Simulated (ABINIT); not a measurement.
# Quasiparticle gap of GaN (P6_3mc) in ABINIT, part 3 of 3

Aim: the G0W0 gap of GaN (P6_3mc) on PBE, step by step.

ABINIT 10.8.3; PBE and many-body steps on it, plane waves. Known limits of the many-body steps: not at the basis limit; no spin-orbit coupling; coarse k mesh.

So far. Step 3 (Bands along the symmetry lines): The gap is 1.995 eV, as in the run before at this level. Step 4 (Empty states on the mesh, 3×3×2 mesh, 66 bands): On this mesh the gap is 1.995 eV.

The database entry behind the starting cell differs from later determinations by our own check (about 0.3 % short, ideal inner coordinate), so it need not match the best structure at ambient conditions.

## 5. Screening, 3×3×2 mesh, 60 bands, screening to 108.8 eV

The RPA dielectric matrix is built and inverted for each q.

This step: RPA screening on PBE, plane waves, norm-conserving pseudopotentials.

The input, run.abi:

```
acell 3*1.0 Angstrom
rprim 
  3.179999999980 0.000000000005 0.000000000000
  -1.589999999994 2.753960784015 0.000000000000
  0.000000000000 0.000000000000 5.166000000000
ntypat 2
znucl 31 7
natom 4
typat 1 1 2 2
xred 
  0.333333333333 0.666666666667 0.000000000000
  0.666666666667 0.333333333333 0.500000000000
  0.333333333333 0.666666666667 0.375000000000
  0.666666666667 0.333333333333 0.875000000000
pp_dirpath "pseudos"
pseudos "Ga.upf, N.upf"
ecut 45
ngkpt 3 3 2
nshiftk 1
shiftk 0 0 0
kptopt 1
chksymbreak 0
istwfk *1
occopt 1
irdwfk 1
optdriver 3
nband 60
ecuteps 4
inclvkb 2
awtr 1
symchi 1
indata_prefix "in"
outdata_prefix "out"
tmpdata_prefix "tmp"
```

On the command line:

```sh
> OMP_NUM_THREADS=1 mpirun -n 8 abinit run.abi > log
```

Numbers of over 12 decimals in the logs are rounded to 6 here.

Output:

```text
.Version 10.8.3 of ABINIT. v10.8.2 released Aug 2026.

 Symmetries : space group P6_3 m c (#186); Bravais hP (primitive hexag.)
[... echo of the input left out ...]
== DATASET  1 ==================================================================
-   mpi_nproc: 8, omp_nthreads: 1 (-1 if OMP is not activated)

--- !DatasetInfo
iteration_state: {dtset: 1, }
dimensions: {natom: 4, nkpt: 6, mband: 60, nsppol: 1, nspinor: 1, nspden: 1, mpw: 4419, }
cutoff_energies: {ecut:  45.0, pawecutdg:  -1.0, }
electrons: {nelect:   5.20000000E+01, charge:   0.00000000E+00, occopt:   1.00000000E+00, tsmear:   1.00000000E-02, }

 SCREENING: Calculation of the susceptibility and dielectric matrices

 Based on a program developped by R.W. Godby, V. Olevano, G. Onida, and L. Reining.
 Incorporated in ABINIT by V. Olevano, G.-M. Rignanese, and M. Torrent.
.Using double precision arithmetic ; gwpc =  8

[... cell and pseudopotentials left out ...]
--------------------------------------------------------------------------------

 ==== K-mesh for the wavefunctions ====
 Number of points in the irreducible wedge :     6
[... list of points left out ...]
 Together with 12 symmetry operations and time-reversal symmetry
 yields    18 points in the full Brillouin Zone.

 ==== Q-mesh for the screening function ====
 Number of points in the irreducible wedge :     6
[... list of points left out ...]
 Together with 12 symmetry operations and time-reversal symmetry
 yields    18 points in the full Brillouin Zone.

 setmesh: FFT mesh size selected  =    24x   24x   40
          total number of points  =        23040

 vcoul_init : cutoff-mode = AUXILIARY_FUNCTION
 q-points for optical limit:   1
     1)      0.000010    0.000020    0.000030

- screening: taking advantage of time-reversal symmetry
- Maximum band index for partially occupied states nbvw = 26
- Remaining bands to be divided among processors   nbcw = 34
- Number of bands treated by each node ~4

 Number of electrons calculated from density =   52.0000; Expected =   52.0000
 average of density, n =  0.170321
 r_s =    1.1191
 omega_plasma =   39.8097 [eV]

 calculating chi0 at frequencies [eV] :
  1    0.000000E+00    0.000000E+00
  2    0.000000E+00    3.980974E+01

--------------------------------------------------------------------------------
  q-point number  1        q = ( 0.000000, 0.000000, 0.000000) [r.l.u.]
--------------------------------------------------------------------------------
[... chi0 elements left out ...]
 For q-point:  0.000010 0.000020 0.000030
  dielectric constant =   9.4641
  dielectric constant without local fields =  10.1255

  Average fulfillment of the sum rule on Im[epsilon] for q-point    1 :     23.26  [%]
[... wings left out ...]
  q-point number  2        q = ( 0.333333, 0.000000, 0.000000) [r.l.u.]
--------------------------------------------------------------------------------
[... chi0 elements left out ...]
  Average fulfillment of the sum rule on Im[epsilon] for q-point    2 :     27.19  [%]

 [... 4 further q-points ...]
```

It took 6.9 s on 8 MPI ranks of Arm Neoverse V1, shared host; peak memory 1.2 GiB; 54 s of CPU time.

This step gave:

| Quantity | Value |
| --- | --- |
| ε∞ with local fields, on this mesh, along the program's q direction | 9.464 |
| the same without local fields | 10.13 |
| plasma frequency | 39.81 eV |
| plane waves in the screening matrix | 111 |

Local fields lower ε∞ by 7 %. On a Γ-centred mesh this coarse the value itself is usually too large, while a short band sum pulls it down.

## 6. Self-energy, 3×3×2 mesh, 60 bands, screening to 108.8 eV

The self-energy is evaluated for the states that the input lists, and the levels follow from it, in one-shot runs by the linearised quasiparticle equation.

This step: G0W0 on PBE, plane waves, norm-conserving pseudopotentials.

run.abi, as its differences from that of step 5:

```diff
@@ -25,8 +25,15 @@
 irdwfk 1
-optdriver 3
+optdriver 4
 nband 60
+gwcalctyp 0
+ecutsigx 45
+symsigma 1
+nkptgw 1
+kptgw 
+  0.0000000000 0.0000000000 0.0000000000
+bdgw 
+  25 28
 ecuteps 4
-inclvkb 2
-awtr 1
-symchi 1
+irdscr 1
+ppmodel 1
 indata_prefix "in"
```

Output:

```text
.Version 10.8.3 of ABINIT. v10.8.2 released Aug 2026.

 Symmetries : space group P6_3 m c (#186); Bravais hP (primitive hexag.)
[... echo of the input left out ...]
== DATASET  1 ==================================================================
-   mpi_nproc: 8, omp_nthreads: 1 (-1 if OMP is not activated)

--- !DatasetInfo
iteration_state: {dtset: 1, }
dimensions: {natom: 4, nkpt: 6, mband: 60, nsppol: 1, nspinor: 1, nspden: 1, mpw: 4419, }
cutoff_energies: {ecut:  45.0, pawecutdg:  -1.0, }
electrons: {nelect:   5.20000000E+01, charge:   0.00000000E+00, occopt:   1.00000000E+00, tsmear:   1.00000000E-02, }

 SIGMA: Calculation of the GW corrections

 Based on a program developped by R.W. Godby, V. Olevano, G. Onida, and L. Reining.
 Incorporated in ABINIT by V. Olevano, G.-M. Rignanese, and M. Torrent.
.Using double precision arithmetic ; gwpc =  8

[... cell and pseudopotentials left out ...]
--------------------------------------------------------------------------------

 ==== K-mesh for the wavefunctions ====
 Number of points in the irreducible wedge :     6
[... list of points left out ...]
 Together with 12 symmetry operations and time-reversal symmetry
 yields    18 points in the full Brillouin Zone.

 ==== Q-mesh for screening function ====
 Number of points in the irreducible wedge :     6
[... list of points left out ...]
 Together with 12 symmetry operations and time-reversal symmetry
 yields    18 points in the full Brillouin Zone.

 vcoul_init : cutoff-mode = AUXILIARY_FUNCTION
 q-points for optical limit:   1
     1)      0.000010    0.000020    0.000030
 setmesh: FFT mesh size selected  =    32x   32x   60
          total number of points  =        61440

 Number of electrons calculated from density =   52.0000; Expected =   52.0000
 average of density, n =  0.170321
 r_s =    1.1191
 omega_plasma =   39.8097 [eV]

 === KS Band Gaps ===
  >>>> For spin  1
   Minimum direct gap =   1.9947 [eV], located at k-point      :   0.0000  0.0000  0.0000
   Fundamental gap    =   1.9947 [eV], Top of valence bands at :   0.0000  0.0000  0.0000
                                       Bottom of conduction at :   0.0000  0.0000  0.0000
 SIGMA fundamental parameters:
 PLASMON POLE MODEL  1
 number of plane-waves for SigmaX                 4367
 number of plane-waves for SigmaC and W            111
 number of plane-waves for wavefunctions          4367
 number of bands                                    60
 number of independent spin polarizations            1
 number of spinorial components                      1
 number of k-points in IBZ                           6
 number of q-points in IBZ                           6
 number of symmetry operations                      12
 number of k-points in BZ                           18
 number of q-points in BZ                           18
 number of frequencies for dSigma/dE                 9
 frequency step for dSigma/dE [eV]                0.25
 number of omega for Sigma on real axis              0
 max omega for Sigma on real axis  [eV]           0.00
 zcut for avoiding poles [eV]                     0.10

 EPSILON^-1 parameters (SCR file):
 dimension of the eps^-1 matrix on file            111
 dimension of the eps^-1 matrix used               111
 number of plane-waves for wavefunctions          4367
 number of bands                                    60
 number of q-points in IBZ                           6
 number of frequencies                               2
 number of real frequencies                          1
 number of imag frequencies                          1

 matrix elements of self-energy operator (all in [eV])

 Perturbative Calculation

--- !SelfEnergy_ee
iteration_state: {dtset: 1, }
kpoint     : [   0.000,    0.000,    0.000, ]
spin       : 1
KS_gap     :    1.995
QP_gap     :    2.719
Delta_QP_KS:    0.725
data: !SigmaeeData |
     Band     E0 <VxcDFT>   SigX SigC(E0)      Z dSigC/dE  Sig(E)    E-E0       E
       25   7.035 -19.170 -22.692   3.884   0.797  -0.255 -18.882   0.288   7.323
       26   7.035 -19.170 -22.692   3.884   0.797  -0.255 -18.882   0.288   7.323
       27   9.029 -14.201  -9.579  -3.389   0.822  -0.217 -13.188   1.013  10.042
       28  11.364 -13.972  -8.636  -3.862   0.830  -0.204 -12.748   1.224  12.587

== END DATASET(S) ==============================================================
================================================================================

 -outvars: echo values of variables after computation  --------
           etotal      0.0000000000E+00
            nband          60
             nkpt           6
          spgroup         186
 [... the other variables as echoed above ...]

 Calculation completed.
```

Run time: 2.9 s. Hardware: 8 MPI ranks; peak memory 0.12 GiB; 23 s of CPU time.

This step gave:

| Item | Value |
| --- | --- |
| G0W0 gap on the points computed | 2.719 eV |
| starting gap on the mesh | 1.995 eV |
| k of the valence top | 0, 0, 0 |
| k of the conduction bottom | 0, 0, 0 |
| Z at the valence top | 0.797 |
| Z at the conduction bottom | 0.822 |
| least direct G0W0 gap on the computed points | 2.719 eV |

The gap on the mesh goes from 1.99 eV to 2.72 eV, a correction of +0.72 eV.

Limits: finite bands, cutoff and mesh; no spin-orbit coupling; coarse k mesh. v1 is the top filled band, c1 the lowest empty one. Levels before and after the correction, in eV, zero at the valence-band top of each column:

|  | conduction bottom | valence top |
| --- | --- | --- |
| Kohn-Sham | 1.99 | 0.00 |
| G0W0 | 2.72 | 0.00 |

|  | level | energy (eV) |
| --- | --- | --- |
| Kohn-Sham | Γ v2-v1 | 0.000 |
| Kohn-Sham | Γ c1 | 1.995 |
| Kohn-Sham | Γ c2 | 4.329 |
| G0W0 | Γ v2-v1 | 0.000 |
| G0W0 | Γ c1 | 2.719 |
| G0W0 | Γ c2 | 5.264 |

## 7. Where the time went

Times are wall times on 8 MPI ranks of Arm Neoverse V1, shared host, good to a factor of about two.

| step | time | share | memory (GiB) |
| --- | --- | --- | --- |
| ground state | 21 s | 30 % | 0.71 |
| bands along the symmetry lines | 30 s | 43 % | 0.67 |
| empty states on the mesh | 9 s | 13 % | 0.53 |
| screening | 6.9 s | 10 % | 1.2 |
| self-energy | 2.9 s | 4 % | 0.12 |

## 8. Outcome

```
PBE gap              : 1.99 eV, direct
G0W0 gap on the mesh : 2.72 eV
GW settings          : 3×3×2 mesh, 60 bands, screening to 108.8 eV, Godby-Needs plasmon pole
known limits         : not at the basis limit; no spin-orbit coupling; coarse k mesh
```

**Reading.** G0W0 moves the gap on the mesh from 1.99 eV to 2.72 eV (+0.72 eV), with Z of 0.80 and 0.82 at the edges. Local fields lower the RPA ε∞ on this mesh from 10.13 to 9.46; a Γ-centred mesh this coarse tends to raise both, most where the direct gap is narrow, while a short band sum lowers them. Only 1 of the mesh's irreducible points was corrected, so a valley elsewhere could overtake. Bands and cutoff are finite, so the gap is not at the basis limit. The miss can reach some tenths of an eV and take either sign; the mesh is an error of its own. In the G0W0 run levels were corrected at 1 k point alone, so a gap called «on the mesh» is the least over those, and an edge elsewhere would be missed. The 3×3×2 mesh is coarse for this cell, which bears on the long-range parts of exchange and screening. The many-body steps are scalar-relativistic: spin-orbit coupling is not in them.

[Paths, hosts, dates, memory and timing lines, banners, echoed tables and standing remarks are left out of the program output.]

[Logs are printed without paths, hosts, clocks, repeated set-up lines and the standing remarks that a program may print on its own settings, such as how far it seeks lower states.]

[Runs of the session that timed out or met a known fault of the program may be left out.]

[Hosts, paths, dates, database ids (printed as entryN), source tags and the programs' standing remarks are cut or masked in the printed files.]

[G0W0 gaps are taken among the corrected bands and points alone; a level outside them can change the order at an edge.]

[Where Ansatz stands beside ABINIT at settings called matched, ABINIT's density can come from a denser mesh and the files from another edition; pairs whose starting gaps differed by over 0.03 eV were left out, so agreement reads better than it is.]
